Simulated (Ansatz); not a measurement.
# K on Ni(100): change of the work function, part 4 of 4

How does K on the hollow site change the work function of Ni(100) as the layer fills?

Ansatz 0.2.0; plane-wave DFT, PBE, Ansatz PAW.

So far, work function, upper face (eV): step 2 (the clean slab) 4.88; step 3 (37 atoms, coverage 0.111 ML, cell 3x3) 2.00.

**4. Adsorbate added, k-mesh 6×6×1, coverage 0.25 ML (continued)**

Projected DOS per atom, spin down over height of the atomic layer and energy from the Fermi level. Layers: Ni4 Ni4 Ni4 Ni4 K from below.

Values in states/eV, 22 rows by 5 columns, each cell a mean:
```
0.14 0.17 0.16 0.13 0.20
0.15 0.14 0.17 0.15 0.27
0.19 0.17 0.18 0.19 0.33
0.85 0.87 0.86 0.82 0.31
2.03 1.41 1.32 1.68 0.17
1.76 1.26 1.21 1.81 0.14
1.78 1.14 1.06 1.53 0.16
1.44 1.17 1.28 1.62 0.12
0.87 1.07 1.07 1.07 0.10
0.88 0.99 0.88 0.84 0.00
0.49 0.65 0.68 0.52 0.00
0.53 1.13 1.20 0.58 0.01
0.27 0.55 0.58 0.36 0.01
0.20 0.38 0.45 0.23 0.02
0.12 0.18 0.20 0.14 0.01
0.08 0.13 0.13 0.08 0.00
0.06 0.12 0.12 0.07 0.00
0.05 0.08 0.08 0.06 0.00
0.07 0.09 0.08 0.07 0.01
0.02 0.06 0.06 0.03 0.00
0.01 0.05 0.05 0.02 0.00
0.01 0.05 0.05 0.02 0.00
```
Columns: height of the atomic layer (Å) from 9 to 16.9 (not evenly spaced); rows upwards: energy from the Fermi level (eV) from -7.96 to 1.95.

Site moment by atom:

```
atom  site moment (μB)
 Ni1             0.764
 Ni2             0.693
 Ni3             0.688
 Ni4             0.685
 Ni5             0.766
 Ni6             0.693
 Ni7             0.679
 Ni8             0.685
 Ni9             0.766
Ni10             0.693
Ni11             0.679
Ni12             0.685
Ni13             0.764
Ni14             0.693
Ni15             0.679
Ni16             0.685
 K17            -0.010
```

Spin density in the ca plane at fractional y = 0.250, with atoms of Ni and K within 0.2 Å of it.

Values in e/Å³, 7 rows by 16 columns, each cell a mean:
```
0.0 0.1 0.0 0.0 0.0 0.1 0.0 0.0 0.0 0.0 0.0 0.0 0.0 0.0 0.0 0.0
0.0 1.1 0.0 0.0 0.4 0.7 0.0 0.0 0.0 0.0 0.0 0.0 0.0 0.0 0.0 0.0
0.0 0.2 0.0 0.0 0.1 0.1 0.0 0.0 0.0 0.0 0.0 0.0 0.0 0.0 0.0 0.0
0.0 0.0 0.0 0.0 0.0 0.0 0.0 0.0 0.0 0.0 0.0 0.0 0.0 0.0 0.0 0.0
0.0 0.5 0.0 0.0 0.2 0.4 0.0 0.0 0.0 0.0 0.0 0.0 0.0 0.0 0.0 0.0
0.0 0.9 0.0 0.0 0.3 0.6 0.0 0.0 0.0 0.0 0.0 0.0 0.0 0.0 0.0 0.0
0.0 0.0 0.0 0.0 0.0 0.0 0.0 0.0 0.0 0.0 0.0 0.0 0.0 0.0 0.0 0.0
```
Columns run along c (16.0 Å, from fractional 0.29 to 0.90 of the cell), rows up along a (5.0 Å). Atoms in or near the plane, at fractional coordinates: Ni at (0.34, 0.25), Ni at (0.48, 0.25), Ni at (0.34, 0.75), Ni at (0.48, 0.75), K at (0.65, 0.25).

Electrostatic potential energy in the ca plane at fractional y = 0.250, with atoms of Ni and K within 0.2 Å of it. With pseudopotentials it is smooth inside the atoms' cores, unlike the true potential.

Ten even steps from '0' (-57 eV) to '9' (7 eV), each cell a mean:
```
99988899999998899999999999999999999999999999
99632589999852268999999999999999999999999999
98300179999720028999999999999999999999999999
98300179999720028999999999999999999999999999
99632589999863369999999999999999999999999999
99988899999988899999999999999999999999999999
99998999999999999999999998889999999999999999
99865799999976579999999976578999999999999999
98510379999840038999999852247999999999999999
98300169999720017999999731126899999999999999
98510379999840038999999852247999999999999999
99865799999986679999999976578999999999999999
99999999999999999999999998889999999999999999
```
Columns run along c (16.0 Å, from fractional 0.29 to 0.90 of the cell; values clipped at the 3rd and 97th percentile), rows up along a (5.0 Å). Atoms in or near the plane, at fractional coordinates: Ni at (0.34, 0.25), Ni at (0.48, 0.25), Ni at (0.34, 0.75), Ni at (0.48, 0.75), K at (0.65, 0.25).

Valence density in the ca plane at fractional y = 0.250, with atoms of Ni and K within 0.2 Å of it. It is the smooth field of the valence electrons, not physical close to the nuclei.

Values in e/Å³, 7 rows by 16 columns, each cell a mean:
```
 0  2  0  0  1  1  0  0  0  0  0  0  0  0  0  0
 1 23  1  0  9 16  0  0  0  0  0  0  0  0  0  0
 0  4  0  0  2  3  0  0  0  0  0  0  0  0  0  0
 0  0  0  0  0  0  0  0  0  0  0  0  0  0  0  0
 0 11  1  0  4  8  0  0  1  3  1  0  0  0  0  0
 1 18  1  0  7 12  0  0  1  3  1  0  0  0  0  0
 0  1  0  0  0  1  0  0  0  1  0  0  0  0  0  0
```
Columns run along c (16.0 Å, from fractional 0.29 to 0.90 of the cell), rows up along a (5.0 Å). Atoms in or near the plane, at fractional coordinates: Ni at (0.34, 0.25), Ni at (0.48, 0.25), Ni at (0.34, 0.75), Ni at (0.48, 0.75), K at (0.65, 0.25).

The relaxation took 4 steps and lowered the energy by 0.029 eV; the largest force on the free atoms ends at 0.020 eV/Å.

By hand: a sheet of dipoles makes a step −p/(ε₀A) in the electron's potential. With e/ε₀ = 180.95 V·Å, p = 0.4193 e·Å and A = 24.78 Å², that is −180.95 × (0.4193) / 24.78 = -3.062 eV, and the two vacuum levels of the run differ by -3.062 eV.

The covered face has 1.84 eV, -3.05 eV against the clean one; the bare back face has moved by +0.02 eV, a measure of how thin the slab is.

**5. Work function against coverage**

This step: plane-wave DFT, PBE, Ansatz PAW; work function against coverage (Ansatz 0.2.0).

The runs are now put side by side.

Numbers from this step:

| Property | Result |
| --- | --- |
| work function of the clean face | 4.883 eV |
| largest change of the work function | -3.045 eV |

Work function of the covered face against coverage:

```
coverage (adsorbates/nm²)  work function of the covered face (eV)
                     0.00                                    4.88
                     1.79                                    2.00
                     4.04                                    1.84
```

The dipole per adsorbate comes from the change of the cell's dipole. Coverage, by row:

```
coverage (1/nm²)  coverage (ML)  work function (eV)  change (eV)  dipole per adsorbate, positive end outwards (debye)  mean height of the added atoms over the highest substrate atom (Å)
           1.793         0.1111               2.004       -2.879                                                4.283                                                                2.67
           4.035           0.25               1.838       -3.045                                                2.014                                                               2.694
```

**6. Outcome**

```
work function of the clean face                        : 4.88 eV
work function at 0.11 ML                               : 2.00 eV
work function at 0.25 ML                               : 1.84 eV
dipole per adsorbate at 0.11 ML, positive end outwards : 4.28 D
```

**Reading.** K lowers the work function of Ni(100) at the lowest coverage, by 2.88 eV: the adsorbate layer has its positive end outwards. The slab has 4 layers, at the tabulated experimental lattice constant, one starting site was run, and quantum-size effects of a slab this thin can reach one or two tenths of an eV. The magnetic order is the one reached from the typed start; other orders were not compared.

[Logs are printed without paths, hosts, clocks, repeated set-up lines and the standing remarks that a program may print on its own settings, such as how far it seeks lower states.]

[Hosts, paths, dates, database ids (printed as entryN), source tags and the programs' standing remarks are cut or masked in the printed files.]

[Maps of the electrostatic potential energy from Ansatz leave out the sawtooth potential of an applied field or a dipole correction, so their vacuum need not be flat; planar profiles and work functions include it.]
